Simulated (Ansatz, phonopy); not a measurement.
# How NaI (Fm-3m) expands on warming, part 4 of 5

How much does NaI expand with temperature?

What experiment has found for this phase:
- volume expansion coefficient 135 1e-6/K near room temperature (given in “Descriptors for thermal expansion in solids”, 2017, arXiv:1701.03966)

Ansatz 0.2.0; DFT LDA, scalar-relativistic, plane waves, PAW.

So far, principal linear expansion coefficients at 298 K (× 1e-6/K): step 7 (the quasi-harmonic study, cutoff 550 eV, k-mesh 8×8×8) 46.5.

**9. Phonons on strained cells, cutoff 487.2 eV, k-mesh 12×12×12**

The study relaxes the crystal at several strains, solves the phonons on some of them and minimises the free energy at each temperature (static energy, vibrations, the electrons in a metal, and PV under a set pressure); the q-mesh sets how far the force constants reach.

This step: DFT LDA, scalar-relativistic, plane waves, PAW (Ansatz 0.2.0).

input.yaml reads:

```yaml
crystal:
  lattice:
    - [0.0, 3.1298713051, 3.1298713051]
    - [3.1298713051, 0.0, 3.1298713051]
    - [3.1298713051, 3.1298713051, 0.0]
  atoms:
    - { symbol: Na, position: [0.0, 0.0, 0.0] }
    - { symbol: I, position: [0.5, 0.5, 0.5] }
kpoints:
  mp_grid: { grid: [12, 12, 12] }
hamiltonian:
  xc: lda
scf:
  occupations: { method: fixed }
output:
  eigenvalues: true
phonons:
  method: dfpt
  qmesh: [4, 4, 4]
  temperatures: { t_max: 500.0, t_step: 25 }
  thermal_expansion: {}
```

Run with:

```sh
$ ansatz run input.yaml --threads 4 --pin off --max-ram 16384MiB --backend cpu --events-out ev --progress --plain --runs-dir out
```

Numbers of over 12 decimals in the logs are rounded to 6 here.

The log of the run:

```text
[...]
Crystal: 2 atoms, lattice volume = 61.321 Å³
Basis set: ecut = 487.2 eV, 1459 PW (Γ), exchange–correlation on 64×64×64 points (8 copies of the dense FFT grid, shifted against one another)
Bands: 17, of which v1, the nominal top of the filled ones, is band 13 counted from 1 (12 counted from 0)
Symmetry: 48 space group operations
[...]
k-points: 72 of 1728
[...]
SCF iter   1: F=—  HF=-8825.018186 eV  |F-HF|=—  |Δ(HF+E_count)|=         —  Δρ=5.76e-3  dr2=7.78e-3  ethr=1.77e-3  ⟨swp⟩=5.1  Hψ=5505  notcnv=0  defer=137
[...]
SCF iter   9: F=-8825.012610 eV  HF=-8825.012610 eV  |F-HF|=0.00e0  |Δ(HF+E_count)|=  9.09e-12  Δρ=1.39e-8  dr2=2.36e-13  ethr=1.00e-12  ⟨swp⟩=8.6  Hψ=6536  notcnv=0
SCF 1 converged in 9 iterations: F = -8825.012610 eV  dr2 = 2.36e-13
[...]
relax step   1: F+E_penalty+E_count = -8825.01261026 eV  Δ(F+E_penalty+E_count) = +0.000e0 eV  max|allowed force component| = 3.524e-29 eV/Å  Δτ_max = 0.0000 Å  (9 SCF iters, accepted)
SCF converged after 9 iterations
Free energy (F): -8825.012610 eV
[...]
Internal energy: -8825.012610 eV  (E = F + TS)
E sigma→0 (E₀):  -8825.012610 eV
Fermi energy:    3.750878 eV
[...]
--- Stress (GPa, compression-positive) ---
        0.000089       0.000000       0.000000
        0.000000       0.000089      -0.000000
        0.000000      -0.000000       0.000089
  P = ⅓ Tr σ = 0.0001 GPa (0.001 kbar)
--- Band table (eV; the first three rows and the last of 72) ---
  k-point 0: bands = [... 9 lower, -7.6560, 3.7509, 3.7509, 3.7509, 7.3709, 11.5875, 11.5875, 11.5875]
  k-point 1: bands = [... 9 lower, -7.6304, 3.4703, 3.7247, 3.7247, 7.6667, 11.3610, 11.6782, 11.6782]
  k-point 2: bands = [... 9 lower, -7.5585, 2.8521, 3.6551, 3.6551, 8.2628, 11.1071, 11.8204, 11.8204]
  k-point 71: bands = [... 9 lower, -7.1233, 2.0314, 2.0314, 2.5993, 9.6249, 11.2152, 11.2152, 11.7116]
── thermal expansion: 3 new cells, 3 in all ──
thermal expansion: relaxation of cell 2
thermal expansion: relaxation of cell 3
── thermal expansion: 2 new cells, 5 in all ──
thermal expansion: relaxation of cell 4
thermal expansion: lower-state search of cell 4
thermal expansion: phonons of cell 4
thermal expansion: relaxation of cell 5
thermal expansion: phonons of cell 5
── thermal expansion: 7 new cells, 12 in all ──
thermal expansion: relaxation of cell 6
thermal expansion: relaxation of cell 7
thermal expansion: relaxation of cell 8
thermal expansion: relaxation of cell 9
thermal expansion: relaxation of cell 10
thermal expansion: relaxation of cell 11
thermal expansion: relaxation of cell 12
thermal expansion: phonons of cell 6
thermal expansion: phonons of cell 7
thermal expansion: phonons of cell 8
thermal expansion: phonons of cell 9
--- Relaxed structure (1 steps of the walk, 1 accepted, 0 SCFs on fresh bases) ---
  F+E_penalty+E_count = -8825.01261026 eV   max|allowed force component| = 3.524e-29 eV/Å
  atoms:
    - { symbol: Na, position: [0.0, 0.0, 0.0] }
    - { symbol: I, position: [0.5, 0.5, 0.5] }
--- Thermal expansion: 12 cells in 3 rounds, 0 GPa ---
  no lower state was reached at cell 4
  without vibrations: a 4.42632, b 4.42632, c 4.42632 Å, V 61.3215 Å³, B 20.77 GPa
  at 0 K: a 4.43933, b 4.43933, c 4.43933 Å, V 61.8640 Å³, B 20.21 GPa
  zero-point expansion: a +0.294, b +0.294, c +0.294, V +0.885 %
[...]
0.00    4.43933    4.43933    4.43933    61.8640 |    0.00    0.00    0.00    0.00 |   97.55 |     0.000     0.000 |    20.21    20.21
    50.00    4.44108    4.44108    4.44108    61.9369 |   19.54   19.54   19.54   58.61 |  112.60 |    28.460    28.332 |    20.01    20.10
   100.00    4.44715    4.44715    4.44715    62.1914 |   32.79   32.79   32.79   98.36 |  120.85 |    42.669    41.964 |    19.45    19.78
   150.00    4.45510    4.45510    4.45510    62.5254 |   38.03   38.03   38.03  114.10 |  126.26 |    47.489    46.106 |    18.81    19.38
   200.00    4.46395    4.46395    4.46395    62.8990 |   41.25   41.25   41.25  123.75 |  130.83 |    49.843    47.738 |    18.14    18.94
   250.00    4.47347    4.47347    4.47347    63.3024 |   43.94   43.94   43.94  131.83 |  135.22 |    51.412    48.525 |    17.43    18.47
   298.15    4.48323    4.48323    4.48323    63.7172 |   46.52   46.52   46.52  139.55 |       - |    52.670    48.946 |    16.71    17.99
   325.00    4.48892    4.48892    4.48892    63.9603 |   48.03   48.03   48.03  144.08 |  142.06 |    53.340    49.105 |    16.30    17.70
   375.00    4.50005    4.50005    4.50005    64.4373 |   51.11   51.11   51.11  153.33 |  147.04 |    54.613    49.315 |    15.49    17.15
   425.00    4.51196    4.51196    4.51196    64.9502 |   54.71   54.71   54.71  164.13 |  152.55 |    56.004    49.454 |    14.63    16.56
   475.00    4.52479    4.52479    4.52479    65.5061 |   59.08   59.08   59.08  177.23 |  158.75 |    57.613    49.552 |    13.70    15.92
   500.00    4.53163    4.53163    4.53163    65.8032 |   61.66   61.66   61.66  184.97 |  162.19 |    58.539    49.590 |    13.20    15.58
[...]
vibrations' free energy: its fit leaves 0.0000 meV an atom at the most
  the electrons' free energy at temperature is not in it: every band gap is over 0.52 eV
  free energies summed between the sampled wave vectors
[...]
the FFT grids of the static calculations differ: 32 × 32 × 32, 36 × 36 × 36
  band gaps on the cells' k-points are 3.305 to 3.716 eV
```

Elapsed: 51 min, on 4 threads of Arm Neoverse V2, shared host; peak memory 4.3 GiB.

Numbers from this step:

```
pressure                                         : 8.90e-5 GPa
volume expansion coefficient at 298 K            : 139.6 1e-6/K
C_P at 298 K                                     : 26.34 J/mol-atom/K
principal linear expansion coefficients at 298 K : 46.52, 46.52, 46.52 1e-6/K
```

Strained cells of the study; zero-point energy where phonons were solved; the pressures are stresses at a fixed cutoff and can carry an offset from the finite basis. Expansion cells, by row:

| cell | \|a\| (Å) | \|b\| (Å) | \|c\| (Å) | V (Å³/atom) | E - E_lowest (meV/atom) | pressure, compression positive (GPa) | gap (eV) | zero-point energy (meV/atom) |
| --- | --- | --- | --- | --- | --- | --- | --- | --- |
| 1 | 4.426 | 4.426 | 4.426 | 30.66 | 0 | -0.01 | 3.62 | - |
| 2 | 4.462 | 4.462 | 4.462 | 31.4 | 1.111 | -0.478 | 3.547 | - |
| 3 | 4.391 | 4.391 | 4.391 | 29.94 | 1.163 | 0.516 | 3.697 | - |
| 4 | 4.427 | 4.427 | 4.427 | 30.67 | 0 | -0.015 | 3.619 | 18.09 |
| 5 | 4.449 | 4.449 | 4.449 | 31.13 | 0.455 | -0.315 | 3.573 | 17.57 |
| 6 | 4.479 | 4.479 | 4.479 | 31.76 | 2.383 | -0.682 | 3.513 | 16.89 |
| 7 | 4.505 | 4.505 | 4.505 | 32.32 | 5.25 | -0.974 | 3.462 | 16.3 |
| 8 | 4.531 | 4.531 | 4.531 | 32.89 | 9.161 | -1.241 | 3.414 | 15.71 |
| 9 | 4.557 | 4.557 | 4.557 | 33.47 | 14.06 | -1.484 | 3.367 | 15.13 |
| 10 | 4.383 | 4.383 | 4.383 | 29.76 | 1.798 | 0.651 | 3.716 | - |
| 11 | 4.405 | 4.405 | 4.405 | 30.21 | 0.436 | 0.306 | 3.667 | - |
| 12 | 4.594 | 4.594 | 4.594 | 34.28 | 22.29 | -1.782 | 3.305 | - |

Quasi-harmonic; a, b, c are the run's own cell vectors. Expansion, by row:

```
T (K)  a (Å)  b (Å)  c (Å)  alpha (deg)  beta (deg)  gamma (deg)  cell volume (Å³/cell)  alpha_a (1e-6/K)  alpha_b (1e-6/K)  alpha_c (1e-6/K)  alpha_V (1e-6/K)  C_P (J/mol-atom/K)  C_V (J/mol-atom/K)  S (J/mol-atom/K)  B_T (GPa)  B_S (GPa)  Grueneisen  extrapolation  fit error (1e-6/K)
    0  4.439  4.439  4.439           60          60           60                  61.86                 0                 0                 0                 0                   0                   0                 0      20.21      20.21           -              0                   0
   25   4.44   4.44   4.44           60          60           60                  61.87              7.12              7.12              7.12             21.36               6.437               6.432             3.006      20.18      20.19       1.248              0                   0
   50  4.441  4.441  4.441           60          60           60                  61.94             19.54             19.54             19.54             58.61               14.23               14.17             10.04      20.01       20.1       1.544              0                0.01
   75  4.444  4.444  4.444           60          60           60                  62.05             27.92             27.92             27.92             83.77               18.83               18.63             16.78      19.75      19.95       1.659              0                0.01
  100  4.447  4.447  4.447           60          60           60                  62.19             32.79             32.79             32.79             98.36               21.34               20.98             22.57      19.45      19.78       1.707              0                0.02
  125  4.451  4.451  4.451           60          60           60                  62.35             35.85             35.85             35.85             107.6                22.8               22.28              27.5      19.14      19.58       1.734              0                0.02
  150  4.455  4.455  4.455           60          60           60                  62.53             38.03             38.03             38.03             114.1               23.74               23.05             31.75      18.81      19.38       1.753              0                0.02
  175  4.459  4.459  4.459           60          60           60                  62.71             39.76             39.76             39.76             119.3               24.41               23.54             35.46      18.48      19.16       1.768              0                0.03
  200  4.464  4.464  4.464           60          60           60                   62.9             41.25             41.25             41.25             123.8               24.92               23.87             38.76      18.14      18.94       1.781              0                0.03
  225  4.469  4.469  4.469           60          60           60                   63.1             42.62             42.62             42.62             127.9               25.34                24.1             41.72      17.79       18.7       1.793              0                0.04
  250  4.473  4.473  4.473           60          60           60                   63.3             43.94             43.94             43.94             131.8               25.71               24.26             44.41      17.43      18.47       1.805              0                0.04
  275  4.478  4.478  4.478           60          60           60                  63.51             45.27             45.27             45.27             135.8               26.04               24.39             46.87      17.06      18.22       1.817              0                0.05
298.1  4.483  4.483  4.483           60          60           60                  63.72             46.52             46.52             46.52             139.6               26.34               24.47             48.99      16.71      17.99       1.828              0                0.05
  300  4.484  4.484  4.484           60          60           60                  63.73             46.62             46.62             46.62             139.8               26.36               24.48             49.15      16.69      17.97       1.829              0                0.05
  325  4.489  4.489  4.489           60          60           60                  63.96             48.03             48.03             48.03             144.1               26.67               24.55             51.27       16.3       17.7       1.842              0                0.05
  350  4.494  4.494  4.494           60          60           60                  64.19             49.52             49.52             49.52             148.6               26.98               24.61             53.26       15.9      17.43       1.855              0                0.06
  375    4.5    4.5    4.5           60          60           60                  64.44             51.11             51.11             51.11             153.3               27.31               24.66             55.13      15.49      17.15       1.869              0                0.06
  400  4.506  4.506  4.506           60          60           60                  64.69             52.83             52.83             52.83             158.5               27.64                24.7             56.91      15.07      16.86       1.883              0                0.07
  425  4.512  4.512  4.512           60          60           60                  64.95             54.71             54.71             54.71             164.1                  28               24.73             58.59      14.63      16.56       1.899              0                0.07
  450  4.518  4.518  4.518           60          60           60                  65.22             56.78             56.78             56.78             170.3               28.39               24.75              60.2      14.17      16.25       1.915              0                0.07
  475  4.525  4.525  4.525           60          60           60                  65.51             59.08             59.08             59.08             177.2               28.81               24.78             61.75       13.7      15.92       1.932              0                0.07
  500  4.532  4.532  4.532           60          60           60                   65.8             61.66             61.66             61.66               185               29.27                24.8             63.24       13.2      15.58       1.951              0                0.09
```

Table of expansion coefficient by temperature; values in 1e-6/K:

```
temperature (K)  volume  principal 1
              0       0            0
             25    21.4         7.12
             50    58.6         19.5
             75    83.8         27.9
            100    98.4         32.8
            125     108         35.9
            150     114         38.0
            175     119         39.8
            200     124         41.2
            225     128         42.6
            250     132         43.9
            275     136         45.3
            298     140         46.5
            300     140         46.6
            325     144         48.0
            350     149         49.5
            375     153         51.1
            400     158         52.8
            425     164         54.7
            450     170         56.8
            475     177         59.1
            500     185         61.7
```

Changing the k-mesh (8×8×8 → 12×12×12) and the cutoff (550 → 487.2 eV) takes the volume expansion at 298 K from 140 to 140 × 10⁻⁶/K and B_T from 16.7 to 16.7 GPa.

**10. Quasi-harmonic fit by phonopy**

This step: DFT LDA, scalar-relativistic, plane waves, PAW (phonopy 4.10.0).

Numbers from this step:

```
isothermal bulk modulus at 300 K : 16.66 GPa
C_P at 300 K                     : 26.39 J/mol-atom/K
```

Energy (each curve on its own zero) against volume; values in meV/atom:

| volume (Å³/atom) | static | F at 0 K | F at 300 K | F at 500 K |
| --- | --- | --- | --- | --- |
| 30.67 | 0 | 1.47 | 6.24 | 10.3 |
| 31.13 | 0.45 | 1.41 | 4.62 | 7.31 |
| 31.76 | 2.38 | 2.66 | 3.71 | 4.57 |
| 32.32 | 5.25 | 4.93 | 4.02 | 3.23 |
| 32.89 | 9.16 | 8.26 | 5.28 | 2.78 |
| 33.47 | 14.1 | 12.6 | 7.44 | 3.16 |

Phonopy-qha, vinet fit of F(V) at each temperature. Qha vinet, by row:

```
T (K)  fitted volume (Å³/atom)  alpha_V (1e-6/K)  B_T (GPa)  C_P (J/mol-atom/K)  Grueneisen
   75                    31.02             82.04      19.75               18.81       1.624
  100                     31.1             97.46      19.45               21.39       1.692
  125                    31.18             107.1      19.14               22.87       1.727
  150                    31.26             113.8      18.82               23.81       1.749
  175                    31.35             119.1      18.48               24.47       1.765
  200                    31.45             123.6      18.14               24.97       1.779
  225                    31.55             127.8      17.78               25.38       1.792
  250                    31.65             131.9      17.42               25.74       1.804
  275                    31.76             135.9      17.05               26.07       1.817
  300                    31.87               140      16.66               26.39       1.829
  325                    31.98             144.3      16.27                26.7       1.842
  350                     32.1             148.9      15.87               27.01       1.856
  375                    32.22             153.7      15.46               27.33        1.87
  400                    32.35             158.9      15.04               27.67       1.885
  425                    32.48             164.5      14.61               28.02       1.901
  450                    32.61             170.6      14.17               28.41       1.917
  475                    32.75             177.2      13.72               28.82       1.935
```

Volume expansion coefficient against temperature; values in 1e-6/K:

```csv
temperature (K),"phonopy-qha, Vinet",Ansatz's own study
75,82.0,83.8
100,97.5,98.4
125,107,108
150,114,114
175,119,119
200,124,124
225,128,128
250,132,132
275,136,136
300,140,140
325,144,144
350,149,149
375,154,153
400,159,158
425,164,164
450,171,170
475,177,177
```

The fit gives a volume expansion of 140 × 10⁻⁶/K at 300 K, against 140 at 298 K from the study itself, whose static fit uses more cells.

(Part 4 of 5 ends here.)

[Logs are printed without paths, hosts, clocks, repeated set-up lines and the standing remarks that a program may print on its own settings, such as how far it seeks lower states.]

[Hosts, paths, dates, database ids (printed as entryN), source tags and the programs' standing remarks are cut or masked in the printed files.]

[A step with changed settings may run another functional than the one named; its input shows which.]
